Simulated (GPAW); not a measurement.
## Screening of a field by a 7-layer slab of Rh(111)

Wanted: the out-of-plane polarisability of a 7-layer slab of Rh(111).

Method: GPAW, PAW setups; slab in vacuum, relaxation, in the first sound run; inputs show where later runs differ, in GPAW 26.7.0.

## (1) Starting point

The cell holds 7 atoms: 7 Rh. Cell: a = 2.687 Å, b = 2.687 Å, c = 29.164 Å, α = 90.0°, β = 90.0°, γ = 60.0°. Vacuum lies along c.

## (2) Relaxing the atoms

The atoms are relaxed first, since the surface dipole, and with it the work function, follows the positions of the outer layers. The lowest 3 atoms are held at bulk positions and keep their forces.

Input file run.py:

```python
import json
import numpy as np
from ase import Atoms
from ase.constraints import FixAtoms
from ase.optimize import BFGS
from gpaw import GPAW, PW

slab = Atoms(
    ['Rh', 'Rh', 'Rh', 'Rh', 'Rh', 'Rh', 'Rh'],
    positions=[
        [0.00000, 0.00000, 8.00000],
        [1.34350, 0.77567, 10.19393],
        [2.68701, 1.55134, 12.38786],
        [0.00000, 0.00000, 14.58179],
        [1.34350, 0.77567, 16.77572],
        [2.68701, 1.55134, 18.96966],
        [0.00000, 0.00000, 21.16359]],
    cell=[[2.68701, 0.0, 0.0], [1.3435, 2.32702, 0.0], [0.0, 0.0, 29.16359]],
    pbc=[True, True, False])

slab.calc = GPAW(mode=PW(400), xc='PBE', kpts={'size': (13, 13, 1), 'gamma': True},
                 occupations={'name': 'fermi-dirac', 'width': 0.1}, nbands='160%',
                 convergence={'density': 1e-05}, maxiter=200,
                 poissonsolver={'dipolelayer': 'xy'},
                 symmetry={'tolerance': 1e-3, 'extra_ids': [1, 1, 1, 0, 0, 0, 0]}, txt='slab.txt')
result = {}
slab.set_constraint(FixAtoms([0, 1, 2]))
path = []
opt = BFGS(slab, maxstep=0.2)
opt.attach(lambda: path.append((slab.get_potential_energy(), slab.positions.tolist(), slab.get_forces().tolist())))
result['relaxed'] = bool(opt.run(fmax=0.03, steps=40))
result['path'] = path
energy = slab.get_potential_energy()
fermi = slab.calc.get_fermi_level()
v = slab.calc.get_electrostatic_potential().mean((0, 1)) - fermi
n = slab.calc.get_pseudo_density().mean((0, 1))
L = slab.cell[2, 2]
z = np.arange(len(v)) * L / len(v)
low, high = slab.positions[:, 2].min(), slab.positions[:, 2].max()
below, above = np.interp([low - 5.8, high + 5.8], z, v)
slopes = [np.interp(x, z, np.gradient(v, z)) for x in (low - 5.8, high + 5.8)]
eps = np.array([[slab.calc.get_eigenvalues(k, s) for k in range(len(slab.calc.get_ibz_k_points()))]
                for s in range(slab.calc.get_number_of_spins())]) - fermi
top, bottom = eps[eps < 0].max(), eps[eps > 0].min()
dipole = slab.get_dipole_moment()[2]
print(f'energy {energy:.4f} eV, Fermi level {fermi:.4f} eV, dipole {dipole:.5f} e A')
print(f'potential 5.8 A off the faces, from the Fermi level: lower {below:.4f} eV, upper {above:.4f} eV')
print(f'slope of the potential there: lower {slopes[0]:.5f}, upper {slopes[1]:.5f} eV/A')
print(f'nearest levels on the mesh: {top:.4f} and {bottom:.4f} eV')
print('magnetic moment', round(slab.get_magnetic_moment(), 3))
result.update(energy=energy, fermi=fermi, dipole=dipole, below=below, above=above, slopes=slopes, edges=[top, bottom],
              z=z.tolist(), v=v.tolist(), n=n.tolist(), positions=slab.positions.tolist(),
              forces=slab.get_forces(apply_constraint=False).tolist(), moments=slab.get_magnetic_moments().tolist())
json.dump(result, open('result.json', 'w'))
```

Command:

```bash
OMP_NUM_THREADS=1 OPENBLAS_NUM_THREADS=1 python run.py
```

What it wrote:

```text
Step          Energy          fmax
BFGS:    0      -49.532228        0.220409
BFGS:    1      -49.533341        0.193359
BFGS:    2      -49.538260        0.223534
BFGS:    3      -49.539238        0.221681
BFGS:    4      -49.548951        0.134460
BFGS:    5      -49.550076        0.117318
BFGS:    6      -49.550904        0.104142
BFGS:    7      -49.551989        0.106503
BFGS:    8      -49.552457        0.076353
BFGS:    9      -49.552641        0.032227
BFGS:   10      -49.552686        0.021352
energy -49.3704 eV, Fermi level 3.8093 eV, dipole -0.00081 e A
potential 5.8 A off the faces, from the Fermi level: lower 5.1484 eV, upper 5.1531 eV
slope of the potential there: lower 0.00010, upper 0.00002 eV/A
nearest levels on the mesh: -0.0004 and 0.0183 eV
magnetic moment 0.0
```

It took 27 min on 1 thread of Intel Xeon 6975P-C (Granite Rapids), shared host; peak memory 0.29 GiB.

Relaxation path:

```csv
step,energy less that of the first step (eV),largest force (eV/Å)
1,0.0000,0.2204
2,-0.0012,0.1934
3,-0.0069,0.2235
4,-0.0078,0.2217
5,-0.0167,0.1345
6,-0.0174,0.1173
7,-0.0178,0.1041
8,-0.0183,0.1065
9,-0.0186,0.0764
10,-0.0187,0.0322
11,-0.0188,0.0214
```

The atoms that moved most (Å):

```csv
atom,dx,dy,dz,length
Rh6,0.000,0.000,0.117,0.117
Rh7,0.000,0.000,0.112,0.112
Rh5,0.000,0.000,0.092,0.092
Rh4,0.000,0.000,0.049,0.049
```

Final coordinates:

```
Rh
1.0
     2.68701    0.00000    0.00000
     1.34350    2.32702    0.00000
     0.00000    0.00000   29.16359
Rh
7
Cartesian
  0.0000 0.0000 8.0000
  1.3435 0.7757 10.1939
  2.6870 1.5513 12.3879
  0.0000 0.0000 14.6308
  1.3435 0.7757 16.8676
  2.6870 1.5513 19.0870
  0.0000 0.0000 21.2759
```

This step gave:

```yaml
dipole_along_the_normal: -8.12e-4 e·Å
levels_nearest_the_fermi_level_on_the_mesh: -3.86e-4, 0.01828 eV from the Fermi level
upper_work_function: 5.153 eV
lower_work_function: 5.148 eV
```

The electrostatic potential energy of an electron (without an applied field's), less the Fermi level, planar mean oscillates, so the rows of the table below give means over windows of 2.27 Å about each position, cut where the curve ends. Its maxima inside the range that stand out by 2 % of the span (Å: eV): 9.1: -0.626, 11.3: -0.909, 13.5: -0.381, 15.8: -0.435, 17.9: -0.660, 20.2: -0.664. Its minima: 8.0: -25.8, 10.2: -26.1, 12.4: -26.1, 14.6: -26.0, 16.9: -26.2, 19.1: -26.2, 21.3: -25.9.

Electrostatic potential energy of an electron (without an applied field's), less the Fermi level, planar mean against z; means over each step:

```csv
z (Å),"electrostatic potential energy of an electron (without an applied field's), less the Fermi level, planar mean (eV)"
1.14,5.15
3.41,5.15
5.68,4.70
7.95,-10.8
10.22,-11.5
12.49,-11.4
14.76,-11.3
17.03,-11.4
19.30,-11.5
21.57,-10.4
23.84,4.91
26.11,5.15
28.38,5.15
```

The pseudo valence density, planar mean oscillates, so the rows of the table below give means over windows of 2.16 Å about each position, cut where the curve ends. Its maxima inside the range that stand out by 2 % of the span (Å: e/Å³): 8.0: 2.59, 10.2: 2.58, 12.3: 2.52, 14.7: 2.55, 16.9: 2.60, 19.0: 2.52, 21.2: 2.44. Its minima: 9.1: 0.324, 11.2: 0.325, 13.6: 0.310, 15.8: 0.302, 17.9: 0.312, 20.1: 0.333.

Table of pseudo valence density, planar mean by z; means over each step:

```csv
z (Å),"pseudo valence density, planar mean (e/Å³)"
3.24,2.6e-5
5.40,0.00771
7.56,1.02
9.72,1.10
11.88,1.10
14.04,1.08
16.20,1.07
18.36,1.07
20.52,1.09
22.68,0.236
24.84,6.1e-4
27.00,0
```

The relaxation lowered the energy of the cell by 0.0188 eV (energies extrapolated to zero smearing; the optimiser's log prints free energies). The largest force left on a free atom is 0.021 eV/Å.

## (3) The slab's potential

With the geometry fixed, the planar mean of the potential gives the vacuum level on each side.

This step: GPAW, PAW setups; slab in vacuum (GPAW 26.7.0).

run.py: that of step 2 with these lines changed.

```diff
@@ -3,4 +3,2 @@
 from ase import Atoms
-from ase.constraints import FixAtoms
-from ase.optimize import BFGS
 from gpaw import GPAW, PW
@@ -13,6 +11,6 @@
         [2.68701, 1.55134, 12.38786],
-        [0.00000, 0.00000, 14.58179],
-        [1.34350, 0.77567, 16.77572],
-        [2.68701, 1.55134, 18.96966],
-        [0.00000, 0.00000, 21.16359]],
+        [-0.00000, 0.00000, 14.63078],
+        [1.34350, 0.77567, 16.86765],
+        [2.68701, 1.55134, 19.08697],
+        [-0.00000, -0.00000, 21.27595]],
     cell=[[2.68701, 0.0, 0.0], [1.3435, 2.32702, 0.0], [0.0, 0.0, 29.16359]],
@@ -24,10 +22,4 @@
                  poissonsolver={'dipolelayer': 'xy'},
-                 symmetry={'tolerance': 1e-3, 'extra_ids': [1, 1, 1, 0, 0, 0, 0]}, txt='slab.txt')
+                 symmetry={'tolerance': 1e-3}, txt='slab.txt')
 result = {}
-slab.set_constraint(FixAtoms([0, 1, 2]))
-path = []
-opt = BFGS(slab, maxstep=0.2)
-opt.attach(lambda: path.append((slab.get_potential_energy(), slab.positions.tolist(), slab.get_forces().tolist())))
-result['relaxed'] = bool(opt.run(fmax=0.03, steps=40))
-result['path'] = path
 energy = slab.get_potential_energy()
```

What it wrote:

```text
energy -49.3704 eV, Fermi level 3.8092 eV, dipole -0.00046 e A
potential 5.8 A off the faces, from the Fermi level: lower 5.1490 eV, upper 5.1537 eV
slope of the potential there: lower 0.00000, upper 0.00012 eV/A
nearest levels on the mesh: -0.0004 and 0.0183 eV
magnetic moment 0.0
```

Elapsed: 5.7 min, on 1 thread; peak memory 0.29 GiB.

Numbers from this step:

```
dipole along the normal                    : -4.59e-4 e·Å
levels nearest the Fermi level on the mesh : -3.69e-4, 0.01828 eV from the Fermi level
upper work function                        : 5.154 eV
lower work function                        : 5.149 eV
```

The electrostatic potential energy of an electron (without an applied field's), less the Fermi level, planar mean oscillates, so the rows of the table below give means over windows of 2.27 Å about each position, cut where the curve ends. Its maxima inside the range that stand out by 2 % of the span (Å: eV): 9.1: -0.626, 11.3: -0.909, 13.5: -0.381, 15.8: -0.435, 17.9: -0.660, 20.2: -0.664. Its minima: 8.0: -25.8, 10.2: -26.1, 12.4: -26.1, 14.6: -26.0, 16.9: -26.2, 19.1: -26.2, 21.3: -25.9.

Electrostatic potential energy of an electron (without an applied field's), less the Fermi level, planar mean against z; means over each step:

(Unchanged from step 2.)

The pseudo valence density, planar mean oscillates, so the rows of the table below give means over windows of 2.16 Å about each position, cut where the curve ends. Its maxima inside the range that stand out by 2 % of the span (Å: e/Å³): 8.0: 2.59, 10.2: 2.58, 12.3: 2.52, 14.7: 2.55, 16.9: 2.60, 19.0: 2.52, 21.2: 2.44. Its minima: 9.1: 0.324, 11.2: 0.325, 13.6: 0.310, 15.8: 0.302, 17.9: 0.312, 20.1: 0.333.

The pseudo valence density, planar mean by z; means over each step:

```csv
z (Å),"pseudo valence density, planar mean (e/Å³)"
3.24,2.6e-5
5.40,0.00771
7.56,1.02
9.72,1.10
11.88,1.10
14.04,1.08
16.20,1.07
18.36,1.07
20.52,1.09
22.68,0.236
24.84,6.1e-4
27.00,0
```

Force by atom:

```csv
atom,x (eV/Å),y (eV/Å),z (eV/Å),size
Rh1,0.000,0.000,0.010,0.010
Rh2,0.000,0.000,-0.170,0.170
Rh3,0.000,0.000,0.163,0.163
Rh4,0.000,0.000,-0.014,0.014
Rh5,0.000,0.000,0.022,0.022
Rh6,0.000,0.000,-0.019,0.019
Rh7,0.000,0.000,0.008,0.008
```

The potential is flat to 1.2e-4 eV/Å where it is read, so the vacuum is wide enough.

## (4) In a field

A uniform field along the normal polarises the slab; the atoms stay fixed, so this is the electronic response alone.

run.py: that of step 3 with these lines changed.

```diff
@@ -4,2 +4,3 @@
 from gpaw import GPAW, PW
+from gpaw.external import ConstantElectricField
 
@@ -22,2 +23,3 @@
                  poissonsolver={'dipolelayer': 'xy'},
+                 external=ConstantElectricField(-0.2, [0, 0, 1]),
                  symmetry={'tolerance': 1e-3}, txt='slab.txt')
```

What it wrote:

```text
energy -49.3820 eV, Fermi level 3.8027 eV, dipole -0.11503 e A
potential 5.8 A off the faces, from the Fermi level: lower 3.5024 eV, upper 6.8310 eV
slope of the potential there: lower -0.00005, upper 0.00015 eV/A
nearest levels on the mesh: -0.0004 and 0.0183 eV
magnetic moment 0.0
```

Run time: 20 min. Hardware: 1 thread; peak memory 0.67 GiB.

Numbers from this step:

| Quantity | Value |
| --- | --- |
| dipole along the normal | -0.1150 e·Å |
| levels nearest the Fermi level on the mesh | -4.40e-4, 0.01835 eV from the Fermi level |
| potential below the slab, the applied field's own ramp left out | 3.502 eV from the Fermi level |
| potential above the slab, the applied field's own ramp left out | 6.831 eV from the Fermi level |

The electrostatic potential energy of an electron (without an applied field's), less the Fermi level, planar mean oscillates, so the rows of the table below give means over windows of 2.27 Å about each position, cut where the curve ends. Its maxima inside the range that stand out by 2 % of the span (Å: eV): 9.1: -1.73, 11.3: -1.56, 13.5: -0.597, 15.8: -0.197, 17.9: 0.00951, 20.2: 0.459, 28.7: 6.83. Its minima: 8.0: -27.2, 10.2: -27.0, 12.4: -26.5, 14.6: -26.0, 16.9: -25.7, 19.1: -25.3, 21.3: -24.5.

The electrostatic potential energy of an electron (without an applied field's), less the Fermi level, planar mean by z; means over each step:

```csv
z (Å),"electrostatic potential energy of an electron (without an applied field's), less the Fermi level, planar mean (eV)"
1.14,3.64
3.41,3.50
5.68,3.08
7.95,-12.1
10.22,-12.4
12.49,-11.8
14.76,-11.3
17.03,-10.9
19.30,-10.6
21.57,-8.97
23.84,6.57
26.11,6.83
28.38,6.74
```

Force by atom:

```csv
atom,x (eV/Å),y (eV/Å),z (eV/Å),size
Rh1,0.000,0.000,0.012,0.012
Rh2,0.000,0.000,-0.171,0.171
Rh3,0.000,0.000,0.160,0.160
Rh4,0.000,0.000,-0.013,0.013
Rh5,0.000,0.000,0.020,0.020
Rh6,0.000,0.000,-0.018,0.018
Rh7,0.000,0.000,0.014,0.014
```

The dipole is now -0.115 e Å, against -4.6e-4 in the run without a field.

## (5) Field on

run.py: that of step 4 with these lines changed.

```diff
@@ -23,3 +23,3 @@
                  poissonsolver={'dipolelayer': 'xy'},
-                 external=ConstantElectricField(-0.2, [0, 0, 1]),
+                 external=ConstantElectricField(-0.1, [0, 0, 1]),
                  symmetry={'tolerance': 1e-3}, txt='slab.txt')
```

What it wrote:

```text
energy -49.3733 eV, Fermi level 3.8063 eV, dipole -0.05758 e A
potential 5.8 A off the faces, from the Fermi level: lower 4.3251 eV, upper 5.9911 eV
slope of the potential there: lower -0.00001, upper 0.00015 eV/A
nearest levels on the mesh: -0.0004 and 0.0183 eV
magnetic moment 0.0
```

Run time: 19 min. Hardware: 1 thread; peak memory 0.67 GiB.

This step gave:

```yaml
dipole_along_the_normal: -0.05758 e·Å
levels_nearest_the_fermi_level_on_the_mesh: -3.91e-4, 0.01831 eV from the Fermi level
potential_below_the_slab_the_applied_field_s_own_ramp_left_out: 4.325 eV from the Fermi level
potential_above_the_slab_the_applied_field_s_own_ramp_left_out: 5.991 eV from the Fermi level
```

The electrostatic potential energy of an electron (without an applied field's), less the Fermi level, planar mean oscillates, so the rows of the table below give means over windows of 2.27 Å about each position, cut where the curve ends. Its maxima inside the range that stand out by 2 % of the span (Å: eV): 9.1: -1.18, 11.3: -1.23, 13.5: -0.489, 15.8: -0.316, 17.9: -0.325, 20.2: -0.103. Its minima: 8.0: -26.5, 10.2: -26.6, 12.4: -26.3, 14.6: -26.0, 16.9: -25.9, 19.1: -25.7, 21.3: -25.2.

Electrostatic potential energy of an electron (without an applied field's), less the Fermi level, planar mean against z; means over each step:

z (Å), electrostatic potential energy of an electron (without an applied field's), less the Fermi level, planar mean (eV) and a bar from the least value:
```
     1.14        4.4 ###########################
     3.41        4.3 ###########################
     5.68        3.9 ##########################
     7.95      -11.5 #
    10.22      -11.9 
    12.49      -11.6 #
    14.76      -11.3 #
    17.03      -11.2 #
    19.30      -11.0 ##
    21.57       -9.7 ####
    23.84        5.7 ##############################
    26.11        6.0 ##############################
    28.38        5.9 ##############################
```

Force by atom:

```csv
atom,x (eV/Å),y (eV/Å),z (eV/Å),size
Rh1,0.000,0.000,0.010,0.010
Rh2,0.000,0.000,-0.171,0.171
Rh3,0.000,0.000,0.162,0.162
Rh4,0.000,0.000,-0.013,0.013
Rh5,0.000,0.000,0.021,0.021
Rh6,0.000,0.000,-0.019,0.019
Rh7,0.000,0.000,0.010,0.010
```

The dipole is now -0.0576 e Å, against -4.6e-4 in the run without a field.

## (6) Field on

run.py: that of step 5 with these lines changed.

```diff
@@ -23,3 +23,3 @@
                  poissonsolver={'dipolelayer': 'xy'},
-                 external=ConstantElectricField(-0.1, [0, 0, 1]),
+                 external=ConstantElectricField(-0.05, [0, 0, 1]),
                  symmetry={'tolerance': 1e-3}, txt='slab.txt')
```

What it wrote:

```text
energy -49.3712 eV, Fermi level 3.8080 eV, dipole -0.02885 e A
potential 5.8 A off the faces, from the Fermi level: lower 4.7367 eV, upper 5.5713 eV
slope of the potential there: lower 0.00002, upper -0.00002 eV/A
nearest levels on the mesh: -0.0004 and 0.0183 eV
magnetic moment 0.0
```

Elapsed: 22 min, on 1 thread; peak memory 0.68 GiB.

## (7) Field on

run.py: that of step 6 with these lines changed.

```diff
@@ -23,3 +23,3 @@
                  poissonsolver={'dipolelayer': 'xy'},
-                 external=ConstantElectricField(-0.05, [0, 0, 1]),
+                 external=ConstantElectricField(0.05, [0, 0, 1]),
                  symmetry={'tolerance': 1e-3}, txt='slab.txt')
```

What it wrote:

```text
energy -49.3712 eV, Fermi level 3.8100 eV, dipole 0.02853 e A
potential 5.8 A off the faces, from the Fermi level: lower 5.5627 eV, upper 4.7365 eV
slope of the potential there: lower -0.00003, upper 0.00032 eV/A
nearest levels on the mesh: -0.0003 and 0.0183 eV
magnetic moment 0.0
```

Run time: 17 min. Hardware: 1 thread; peak memory 0.69 GiB.

## (8) In a field

run.py: that of step 7 with these lines changed.

```diff
@@ -23,3 +23,3 @@
                  poissonsolver={'dipolelayer': 'xy'},
-                 external=ConstantElectricField(0.05, [0, 0, 1]),
+                 external=ConstantElectricField(0.1, [0, 0, 1]),
                  symmetry={'tolerance': 1e-3}, txt='slab.txt')
```

What it wrote:

```text
energy -49.3733 eV, Fermi level 3.8112 eV, dipole 0.05734 e A
potential 5.8 A off the faces, from the Fermi level: lower 5.9767 eV, upper 4.3168 eV
slope of the potential there: lower -0.00005, upper 0.00015 eV/A
nearest levels on the mesh: -0.0003 and 0.0183 eV
magnetic moment 0.0
```

Elapsed: 16 min, on 1 thread; peak memory 0.69 GiB.

The electrostatic potential energy of an electron (without an applied field's), less the Fermi level, planar mean oscillates, so the rows of the table below give means over windows of 2.27 Å about each position, cut where the curve ends. Its maxima inside the range that stand out by 2 % of the span (Å: eV): 2.1: 5.98, 9.1: -0.0744, 11.3: -0.584, 13.5: -0.272, 15.8: -0.554, 17.9: -0.996, 20.2: -1.23. Its minima: 8.0: -25.2, 10.2: -25.7, 12.4: -25.9, 14.6: -26.0, 16.9: -26.4, 19.1: -26.6, 21.3: -26.5.

Electrostatic potential energy of an electron (without an applied field's), less the Fermi level, planar mean against z; means over each step:

```csv
z (Å),"electrostatic potential energy of an electron (without an applied field's), less the Fermi level, planar mean (eV)"
1.14,5.91
3.41,5.98
5.68,5.52
7.95,-10.2
10.22,-11.1
12.49,-11.2
14.76,-11.4
17.03,-11.7
19.30,-12.0
21.57,-11.1
23.84,4.08
26.11,4.32
28.38,4.36
```

The dipole is now 0.0573 e Å, against -4.6e-4 in the run without a field.

## (9) Field on

run.py: that of step 8 with these lines changed.

```diff
@@ -23,3 +23,3 @@
                  poissonsolver={'dipolelayer': 'xy'},
-                 external=ConstantElectricField(0.1, [0, 0, 1]),
+                 external=ConstantElectricField(0.2, [0, 0, 1]),
                  symmetry={'tolerance': 1e-3}, txt='slab.txt')
```

What it wrote:

```text
energy -49.3819 eV, Fermi level 3.8126 eV, dipole 0.11470 e A
potential 5.8 A off the faces, from the Fermi level: lower 6.8034 eV, upper 3.4837 eV
slope of the potential there: lower -0.00005, upper 0.00005 eV/A
nearest levels on the mesh: -0.0003 and 0.0182 eV
magnetic moment 0.0
```

The job ended after 21 min (1 thread; peak memory 0.69 GiB).

(Part 1 of 2 ends here.)

[Logs are printed without paths, hosts, clocks, repeated set-up lines and the standing remarks that a program may print on its own settings, such as how far it seeks lower states.]

[Hosts, paths, dates, database ids (printed as entryN), source tags and the programs' standing remarks are cut or masked in the printed files.]
